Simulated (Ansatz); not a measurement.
# Sb (Pm-3m, 1 atom in the cell): Grüneisen parameters

Wanted: mode Grüneisen parameters of Sb (Pm-3m, 1 atom in the cell).

Main program and level: Ansatz 0.2.0; DFT PBEsol, scalar-relativistic, plane waves, norm-conserving pseudopotentials.

Most raw output is cut from this account.

This is not the structure that Sb takes at ambient pressure and room temperature (space group No. 166); it is a model or a phase of other conditions.

### Step 1. Set-up

It takes space group Pm-3m (No. 221, cubic). Conventional cell: a = 3.060 Å, b = 3.060 Å, c = 3.060 Å, α = 90.00°, β = 90.00°, γ = 90.00°. Nearest to Sb lie 6 Sb at 3.06 Å.

As a file:

```cif
data_structure
_symmetry_space_group_name_H-M 'Pm-3m'
_symmetry_Int_Tables_number 221
_cell_length_a 3.0602
_cell_length_b 3.0602
_cell_length_c 3.0602
_cell_angle_alpha 90.000
_cell_angle_beta 90.000
_cell_angle_gamma 90.000
_cell_volume 28.66
loop_
_atom_site_label
_atom_site_type_symbol
_atom_site_symmetry_multiplicity
_atom_site_Wyckoff_symbol
_atom_site_fract_x
_atom_site_fract_y
_atom_site_fract_z
_atom_site_occupancy
Sb1 Sb 1 a 0.00000 0.00000 0.00000 1
```

### Step 2. Response at finite wavevector

The cell comes from relaxations at this level that are not shown. Stability and thermal properties need the whole zone. Linear response on a 4×4×4 q mesh gives force constants as far as a supercell of that size would.

input.yaml

```yaml
crystal:
  lattice:
    - [3.0602051925, 0.0, 0.0]
    - [0.0, 3.0602051925, 0.0]
    - [0.0, 0.0, 3.0602051925]
  atoms:
    - { symbol: Sb, position: [0.0, 0.0, 0.0] }
kpoints:
  mp_grid: { grid: [12, 12, 12] }
hamiltonian:
  xc: pbesol
  pseudopotentials: { kind: nc }
scf:
  occupations: { method: methfessel_paxton, width: 0.15 }
output:
  eigenvalues: true
phonons:
  method: dfpt
  qmesh: [4, 4, 4]
  temperatures: { t_max: 1000, t_step: 50 }
  qpath:
    path:
      - [[0.0, 0.0, 0.0], [0.0, 0.5, 0.0], [0.5, 0.5, 0.0], [0.0, 0.0, 0.0], [0.5, 0.5, 0.5], [0.0, 0.5, 0.0]]
      - [[0.5, 0.5, 0.5], [0.5, 0.5, 0.0]]
    npoints: 10
```

Launch:

```bash
> ansatz run input.yaml --threads 4 --pin off --max-ram 7168MiB --backend cpu --events-out ev --progress --plain --runs-dir out
```

Run time: 2.6 min. Hardware: 4 threads of Arm Neoverse V2, shared host; peak memory 2.6 GiB.

This step gave:

```yaml
volume_per_atom: 28.66 Å³
gap_on_the_k_mesh: 0 eV
sum_rule_residual_before_enforcement: 1.37e-4 eV/Å²
lowest_frequency_on_the_path: -131.7 cm⁻¹
highest_frequency_on_the_path_or_at_a_solved_wavevector: 126.8 cm⁻¹
lowest_mode_on_the_q_mesh_acoustic_modes_at_gamma_apart: -131.7 cm⁻¹
```

Frequencies (cm⁻¹) solved at each irreducible wavevector; negative means imaginary. Frequencies by wavevector, by row:

```
q in reciprocal lattice units  star  mode 1  mode 2  mode 3
                        0 0 0     1       0       0       0
                     0 0 0.25     6    29.9    29.9    96.4
                     0 0 -0.5     3    35.4    35.4   103.5
                  0 0.25 0.25    12      43      99   117.9
                  0 0.25 -0.5    12    46.8    86.1   109.4
                  0 -0.5 -0.5     3    45.8    86.8    86.8
               0.25 0.25 0.25     8     108     108   126.8
               0.25 0.25 -0.5    12    74.4     106   115.7
               0.25 -0.5 -0.5     6    50.3    50.3   105.9
               -0.5 -0.5 -0.5     1  -131.7  -131.7  -131.7
```

Symmetry leaves 10 wavevectors to solve. The lowest mode among them, the acoustic zeros apart, lies at q = (-0.5, -0.5, -0.5) and is imaginary, 131.7i cm⁻¹, so the energy falls along it.

### Step 3. Relaxing at another volume, volume ratio 0.97

The volume is scaled by 0.97 and held; symmetry leaves nothing to relax, so this is a single point. The modes can then be followed against volume.

input.yaml, the sections that differ from step 2:

```yaml
crystal:
  lattice:
    - [3.0292919154, 0.0, 0.0]
    - [0.0, 3.0292919154, 0.0]
    - [0.0, 0.0, 3.0292919154]
  atoms:
    - { symbol: Sb, position: [0.0, 0.0, 0.0] }
output:
  forces: true
  stress: true
  eigenvalues: true
# kpoints, hamiltonian, scf: as in step 2
# phonons: removed
```

Elapsed: 1.4 s, on 4 threads; peak memory 0.37 GiB; 5.3 s of CPU time.

This step gave:

* pressure: 1.953 GPa
* volume per atom: 27.80 Å³

The run ends at a pressure of 1.95 GPa.

### Step 4. Phonons at the other volume, volume ratio 0.97

The phonons are repeated at this volume on the same k and q meshes.

input.yaml, the sections that differ from step 3:

```yaml
output:
  eigenvalues: true
phonons:
  method: dfpt
  qmesh: [4, 4, 4]
  temperatures: { t_max: 1000, t_step: 50 }
  qpath:
    path:
      - [[0.0, 0.0, 0.0], [0.0, 0.5, 0.0], [0.5, 0.5, 0.0], [0.0, 0.0, 0.0], [0.5, 0.5, 0.5], [0.0, 0.5, 0.0]]
      - [[0.5, 0.5, 0.5], [0.5, 0.5, 0.0]]
    npoints: 10
# crystal, kpoints, hamiltonian, scf: as in step 3
```

The job ended after 2.5 min (4 threads; peak memory 2.5 GiB; 9.9 min of CPU time).

This step gave:

```
sum-rule residual before enforcement                    : 3.72e-4 eV/Å²
lowest frequency on the path                            : -120.1 cm⁻¹
highest frequency on the path or at a solved wavevector : 134.9 cm⁻¹
lowest mode on the q mesh (acoustic modes at Γ apart)   : -120.1 cm⁻¹
```

Frequencies (cm⁻¹) solved at each irreducible wavevector; negative means imaginary. Frequencies by wavevector, by row:

```csv
q in reciprocal lattice units,star,mode 1,mode 2,mode 3
0 0 0,1,0,0,0
0 0 0.25,6,29.7,29.7,101.5
0 0 -0.5,3,34.9,34.9,121
0 0.25 0.25,12,42.2,105.3,123.9
0 0.25 -0.5,12,45.6,102.1,115.8
0 -0.5 -0.5,3,44.2,105.4,105.4
0.25 0.25 0.25,8,113.4,113.4,134.9
0.25 0.25 -0.5,12,94.9,112.8,122.8
0.25 -0.5 -0.5,6,76,76,112.3
-0.5 -0.5 -0.5,1,-120.1,-120.1,-120.1
```

The highest frequency on the path or at a solved wavevector is 134.9 cm⁻¹, +8.1 cm⁻¹ against the base run.

### Step 5. Relaxing at another volume, volume ratio 1.03

The volume is scaled by 1.03 and held; symmetry leaves nothing to relax, so this is a single point. The modes can then be followed against volume.

input.yaml, the sections that differ from step 4:

```yaml
crystal:
  lattice:
    - [3.0905062244, 0.0, 0.0]
    - [0.0, 3.0905062244, 0.0]
    - [0.0, 0.0, 3.0905062244]
  atoms:
    - { symbol: Sb, position: [0.0, 0.0, 0.0] }
output:
  forces: true
  stress: true
  eigenvalues: true
# kpoints, hamiltonian, scf: as in step 4
# phonons: removed
```

Run time: 1.3 s. Hardware: 4 threads; peak memory 0.37 GiB.

Numbers from this step:

* pressure: -1.671 GPa
* volume per atom: 29.52 Å³

The run ends at a pressure of -1.67 GPa.

### Step 6. Phonons at the other volume, volume ratio 1.03

input.yaml, the sections that differ from step 5:

```yaml
output:
  eigenvalues: true
phonons:
  method: dfpt
  qmesh: [4, 4, 4]
  temperatures: { t_max: 1000, t_step: 50 }
  qpath:
    path:
      - [[0.0, 0.0, 0.0], [0.0, 0.5, 0.0], [0.5, 0.5, 0.0], [0.0, 0.0, 0.0], [0.5, 0.5, 0.5], [0.0, 0.5, 0.0]]
      - [[0.5, 0.5, 0.5], [0.5, 0.5, 0.0]]
    npoints: 10
# crystal, kpoints, hamiltonian, scf: as in step 5
```

The job ended after 2.6 min (4 threads; peak memory 2.6 GiB; 10 min of CPU time).

This step gave:

```yaml
sum_rule_residual_before_enforcement: 4.74e-4 eV/Å²
lowest_frequency_on_the_path: -140.5 cm⁻¹
highest_frequency_on_the_path_or_at_a_solved_wavevector: 120.0 cm⁻¹
lowest_mode_on_the_q_mesh_acoustic_modes_at_gamma_apart: -140.5 cm⁻¹
```

The highest frequency on the path or at a solved wavevector is 120.0 cm⁻¹, -6.8 cm⁻¹ against the base run.

### Step 7. Grüneisen parameters

The Grüneisen parameter of a mode is minus the logarithmic change of its frequency with volume, −d ln ω / d ln V; weighted by heat capacity it gives the expansion.

This step gave:

- bulk modulus: 60.4 GPa

Phonon branches along the path, in cm⁻¹:

| point | branch 1 | branch 2 | branch 3 |
| --- | --- | --- | --- |
| Γ | 0 | 0 | 0 |
| halfway | 30 | 30 | 96 |
| X | 35 | 35 | 104 |
| halfway | 47 | 86 | 109 |
| M | 46 | 87 | 87 |
| halfway | 43 | 99 | 118 |
| Γ | 0 | 0 | 0 |
| halfway | 108 | 108 | 127 |
| R | -132 | -132 | -132 |
| halfway | 74 | 106 | 116 |
| X | 35 | 35 | 104 |
| jump to R | -132 | -132 | -132 |
| halfway | 50 | 50 | 106 |
| M | 46 | 87 | 87 |

The same for volume x 0.97:

```csv
point,branch 1,branch 2,branch 3
Γ,0,0,0
X,35,35,121
M,44,105,105
Γ,0,0,0
R,-120,-120,-120
X,35,35,121
R,-120,-120,-120
M,44,105,105
```

The same for volume x 1.03:

```csv
point,branch 1,branch 2,branch 3
Γ,0,0,0
X,36,36,82
M,47,65,65
Γ,0,0,0
R,-140,-140,-140
X,36,36,82
R,-140,-140,-140
M,47,65,65
```

### Step 8. Results

| Item | Value |
| --- | --- |
| bulk modulus | 60.4 GPa |

No expansion is given, because modes are imaginary at one volume or more. Branches are matched by rank, so values near crossings are rough. With no gap, or one that is small against the smearing, the frequencies hang on the k mesh and the smearing, most of all near Kohn anomalies. Spin-orbit coupling is left out, which can matter for the heavy elements here. A phonon run warned that its eigensolver left some bands unconverged in a pass.

[Logs are printed without paths, hosts, clocks, repeated set-up lines and the standing remarks that a program may print on its own settings, such as how far it seeks lower states.]

[Hosts, paths, dates, database ids (printed as entryN), source tags and the programs' standing remarks are cut or masked in the printed files.]
